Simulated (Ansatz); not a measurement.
# A hypothetical structure for CuNiS2, part 2 of 2

Starting from a made-up structure for CuNiS2, the aim is the relaxed cell, its shortest contacts and, where a second run follows, its electronic structure.

Ansatz 0.2.0; DFT, PBEsol, plane-wave PAW, files of the set soft_1, scalar-relativistic, ferromagnetic start, cell and ions relaxed at zero pressure; PAW set soft_1 (the session's first sound run).

So far: The structure; Relaxation of the guess. The relaxed cell has a = 5.058, c = 5.029 Å (conventional setting).

### 3. Electronic structure of the relaxed cell

With the geometry fixed, one more self-consistent run, with a narrower smearing and the mesh shown in its input, gives the bands, and its pressure, and its forces where symmetry allows any, show how far the geometry depends on these settings.

This step: DFT, PBEsol, plane-wave PAW, files of the set soft_1, scalar-relativistic, no spin, bands and density of states at the relaxed cell; PAW set soft_1 (Ansatz 0.2.0).

File input.yaml:

```yaml
crystal:
  lattice:
    - [5.0581074467, 0.0, 0.0]
    - [0.0, 5.0581074467, 0.0]
    - [0.0, 0.0, 5.0291221482]
  atoms:
    - { symbol: Cu, position: [0.0, 0.0, 0.5] }
    - { symbol: Cu, position: [0.0, 0.0, 0.0] }
    - { symbol: Ni, position: [0.0, 0.5, 0.0] }
    - { symbol: Ni, position: [0.5, 0.0, 0.0] }
    - { symbol: S, position: [0.2662354391, 0.7337645609, 0.2491239153] }
    - { symbol: S, position: [0.7337645609, 0.7337645609, 0.7508760847] }
    - { symbol: S, position: [0.2662354391, 0.2662354391, 0.7508760847] }
    - { symbol: S, position: [0.7337645609, 0.2662354391, 0.2491239153] }
kpoints:
  mp_grid: { grid: [6, 6, 6] }
  band_path:
    path:
      - [[0.0, 0.0, 0.0], [0.0, 0.5, 0.0], [0.5, 0.5, 0.0], [0.0, 0.0, 0.0], [0.0, 0.0, 0.5], [0.0, 0.5, 0.5], [0.5, 0.5, 0.5], [0.0, 0.0, 0.5]]
      - [[0.0, 0.5, 0.0], [0.0, 0.5, 0.5]]
      - [[0.5, 0.5, 0.0], [0.5, 0.5, 0.5]]
    npoints: 8
scf:
  occupations: { method: fermi_dirac, width: 0.03 }
  n_extra_bands: 12
hamiltonian:
  xc: pbesol
  pseudopotentials: { kind: paw, azcp: { folder: soft_1 }, xc_functional: pbe }
output:
  forces: true
  stress: true
  write_bands: true
  dos: { projected: true }
  write_density: true
  write_potential: true
  elf: true
  volumetric_format: npy
```

Started as:

```sh
$ ansatz run input.yaml --threads 4 --pin off --max-ram 10240MiB --backend cpu --events-out ev --progress --plain --runs-dir out
```

Numbers of over 12 decimals in the logs are rounded to 6 here.

What it wrote:

```text
[...]
Crystal: 8 atoms, lattice volume = 128.667 Å³
Basis set: ecut = 420 eV, 2517 PW (Γ), exchange–correlation on 72×72×72 points (8 copies of the dense FFT grid, shifted against one another)
Bands: 61, of which v1, the nominal top of the filled ones, is band 49 counted from 1 (48 counted from 0)
Symmetry: 8 space group operations
[...]
k-points: 40 of 216 (time reversal used)
[...]
SCF iter   1: F=—  HF=-28338.417086 eV  |F-HF|=—  |Δ(HF+E_count)|=         —  Δρ=2.92e-1  dr2=1.00e2  ethr=3.10e-3  ⟨swp⟩=6.8  Hψ=10246  notcnv=0  defer=11
[...]
SCF iter  14: F=-28328.873391 eV  HF=-28328.873391 eV  |F-HF|=3.68e-8  |Δ(HF+E_count)|=   3.35e-8  Δρ=5.35e-6  dr2=3.71e-8  ethr=1.02e-10  ⟨swp⟩=17.8  Hψ=20160  notcnv=0
SCF 1 converged in 14 iterations: F = -28328.873391 eV  dr2 = 3.71e-8
[...]
NSCF: frozen V_eff on 75 k-points
SCF converged after 14 iterations
Free energy (F): -28328.873391 eV
[...]
Internal energy: -28328.854282 eV  (E = F + TS)
E sigma→0 (E₀):  -28328.863837 eV
Entropy (-TS):   -0.019109 eV (-2.389 meV/atom)
Fermi energy:    9.524407 eV
[...]
--- Forces (eV/Å), atoms counted from 1 ---
  atom   1  Cu    -0.00000000     0.00000000     0.00000000
  atom   2  Cu     0.00000000    -0.00000000    -0.00000000
  atom   3  Ni    -0.00000000     0.00000000     0.00000000
  atom   4  Ni    -0.00000000    -0.00000000     0.00000000
  atom   5  S      0.00717910    -0.00717910     0.02161372
  atom   6  S     -0.00717910    -0.00717910    -0.02161372
  atom   7  S      0.00717910     0.00717910    -0.02161372
  atom   8  S     -0.00717910     0.00717910     0.02161372
  max |Σ_I F_I| component: 1.21e-16 eV/Å
--- Stress (GPa, compression-positive) ---
       -0.153337      -0.000000      -0.000000
       -0.000000      -0.153337       0.000000
       -0.000000       0.000000       0.048722
  P = ⅓ Tr σ = -0.0860 GPa (-0.860 kbar)
--- Band table (eV; the first three rows and the last of 40) ---
  k-point 0: bands = [... 45 lower, 8.0080, 8.3908, 8.4627, 8.5349, 10.7397, 10.8087, 10.8087, 12.7182, ... 8 higher]
  k-point 1: bands = [... 45 lower, 8.0953, 8.3236, 8.5394, 8.6928, 10.3911, 10.6607, 10.6607, 13.2394, ... 8 higher]
  k-point 2: bands = [... 45 lower, 8.3825, 8.3825, 8.5423, 9.0006, 9.8733, 10.2983, 10.2983, 13.9132, ... 8 higher]
  k-point 39: bands = [... 45 lower, 9.7090, 9.7392, 9.7798, 9.7976, 10.0984, 10.0984, 10.3273, 13.5761, ... 8 higher]
```

The job ended after 22 s (4 threads of Arm Neoverse V2, shared host; peak memory 0.82 GiB).

The column dr2 measures how far the density is from self-consistency, as an energy; F and HF (Harris–Foulkes) agree once it is small.

Numbers from this step:

```
free energy             : -28328.8734 eV
energy at zero smearing : -28328.8638 eV
smearing term TS        : 0.01911 eV
Fermi energy            : 9.524 eV
pressure                : -0.08598 GPa
```

From bands.tsv, the bands that come nearest the Fermi level along the path, at its corners, in eV from the Fermi level:

```
point  band 46  band 47  band 48  band 49  band 50  band 51  band 52  band 53
    Γ    -1.52    -1.13    -1.06    -0.99     1.22     1.28     1.28     3.19
    X    -0.94    -0.39    -0.32    -0.14    -0.09     0.16     0.18     5.04
    M    -0.81    -0.72    -0.72    -0.03     0.26     0.26     0.96     4.91
    Γ    -1.52    -1.13    -1.06    -0.99     1.22     1.28     1.28     3.19
    Z    -0.98    -0.94    -0.94    -0.35     0.07     0.54     0.54     4.66
    R    -0.99    -0.96    -0.65    -0.05     0.34     0.37     0.81     5.45
    A     0.18     0.21     0.26     0.27     0.57     0.57     0.80     4.05
    Z    -0.98    -0.94    -0.94    -0.35     0.07     0.54     0.54     4.66
    X    -0.94    -0.39    -0.32    -0.14    -0.09     0.16     0.18     5.04
    R    -0.99    -0.96    -0.65    -0.05     0.34     0.37     0.81     5.45
    M    -0.81    -0.72    -0.72    -0.03     0.26     0.26     0.96     4.91
    A     0.18     0.21     0.26     0.27     0.57     0.57     0.80     4.05
```

ELF in the ac plane at fractional y = 0.000, with atoms of Cu and Ni within 0.2 Å of it. It is the smooth field of the valence electrons, not physical close to the nuclei.

Values, 13 rows by 14 columns, each cell a mean:
```
0.45 0.19 0.16 0.20 0.19 0.26 0.66 0.82 0.44 0.19 0.20 0.18 0.16 0.30
0.16 0.16 0.19 0.27 0.24 0.18 0.24 0.28 0.20 0.19 0.27 0.23 0.17 0.15
0.18 0.20 0.28 0.36 0.34 0.24 0.17 0.17 0.19 0.29 0.36 0.33 0.24 0.19
0.18 0.20 0.28 0.36 0.35 0.26 0.17 0.15 0.21 0.30 0.36 0.33 0.24 0.19
0.15 0.16 0.18 0.24 0.24 0.16 0.09 0.07 0.12 0.21 0.26 0.21 0.16 0.15
0.45 0.20 0.16 0.16 0.14 0.07 0.03 0.02 0.05 0.10 0.16 0.16 0.16 0.30
0.71 0.26 0.16 0.15 0.12 0.06 0.02 0.02 0.03 0.08 0.14 0.16 0.17 0.46
0.21 0.16 0.16 0.19 0.18 0.11 0.05 0.04 0.08 0.15 0.20 0.18 0.16 0.18
0.16 0.17 0.22 0.31 0.31 0.22 0.13 0.11 0.17 0.26 0.32 0.27 0.19 0.16
0.19 0.23 0.31 0.37 0.36 0.27 0.19 0.17 0.22 0.31 0.38 0.35 0.27 0.20
0.16 0.17 0.23 0.32 0.29 0.19 0.18 0.19 0.18 0.23 0.32 0.28 0.19 0.17
0.22 0.16 0.17 0.23 0.20 0.20 0.41 0.52 0.29 0.18 0.23 0.20 0.16 0.18
0.71 0.25 0.16 0.19 0.18 0.31 0.82 0.95 0.57 0.21 0.19 0.18 0.16 0.46
```
Columns run along a (5.1 Å), rows up along c (5.0 Å). Atoms in or near the plane, at fractional coordinates: Cu at (0.00, 0.50), Cu at (0.00, 0.00), Ni at (0.50, 0.00).

Electrostatic potential energy in the ac plane at fractional y = 0.000, with atoms of Cu and Ni within 0.2 Å of it. With pseudopotentials it is smooth inside the atoms' cores, unlike the true potential.

Ten even steps from '0' (-56 eV) to '9' (14 eV), each cell a mean:
```
02698689679840
46899766689975
89999998999998
89999999999998
46899999999975
02799999999840
01699999999840
14799999999962
78999999999987
99999999999999
78999877899987
14798667679862
01688699768830
```
Columns run along a (5.1 Å; values clipped at the 3rd and 97th percentile), rows up along c (5.0 Å). Atoms in or near the plane, at fractional coordinates: Cu at (0.00, 0.50), Cu at (0.00, 0.00), Ni at (0.50, 0.00).

Valence density in the ac plane at fractional y = 0.000, with atoms of Cu and Ni within 0.2 Å of it. It is the smooth field of the valence electrons, not physical close to the nuclei.

Ten steps, logarithmic in the rise over the least value, from '0' (0 e/Å³) to '9' (56 e/Å³), each cell a mean:
```
85201378520137
32100133210013
10000000000000
10000000000000
32100000000013
85200000000037
96200000000148
64100000000025
11000000000001
00000000000000
11000011100001
64101256410025
96201489620148
```
Columns run along a (5.1 Å), rows up along c (5.0 Å). Atoms in or near the plane, at fractional coordinates: Cu at (0.00, 0.50), Cu at (0.00, 0.00), Ni at (0.50, 0.00).

### 4. Summary of results

| Quantity | Value |
| --- | --- |
| space group, relaxed | P-42m |
| conventional cell | a = 5.058, b = 5.058, c = 5.029 Å; α = 90.0°, β = 90.0°, γ = 90.0° |
| volume per atom | 16.08 Å³ (guess 17.17) |
| total moment | 0.00 μB in the cell of 8 atoms |

**Reading.** CuNiS2 relaxes to P-42m with a = 5.058, b = 5.058 and c = 5.029 Å. The guessed volume was 7 % too large. The space group P-42m was held in the relaxation, so the end point is a stationary structure within it and may be a saddle against distortions or other arrangements. The moments died out from this one start and weren't seeded again at the relaxed cell. Bands cross the Fermi level, so it is a metal or semimetal at this level. On the 6×6×6 mesh with the narrower smearing (relaxed on 5×5×5) the largest force component is 0.022 eV/Å and the largest stress component is 0.153 GPa, against the relaxation's thresholds of 0.015 eV/Å and 0.05 GPa. The cutoff wasn't tested. No dispersion term is used, so weakly bound directions may come out too long. Nothing here tests whether the compound is stable against decomposition.

[Logs are printed without paths, hosts, clocks, repeated set-up lines and the standing remarks that a program may print on its own settings, such as how far it seeks lower states.]

[Hosts, paths, dates, database ids (printed as entryN), source tags and the programs' standing remarks are cut or masked in the printed files.]
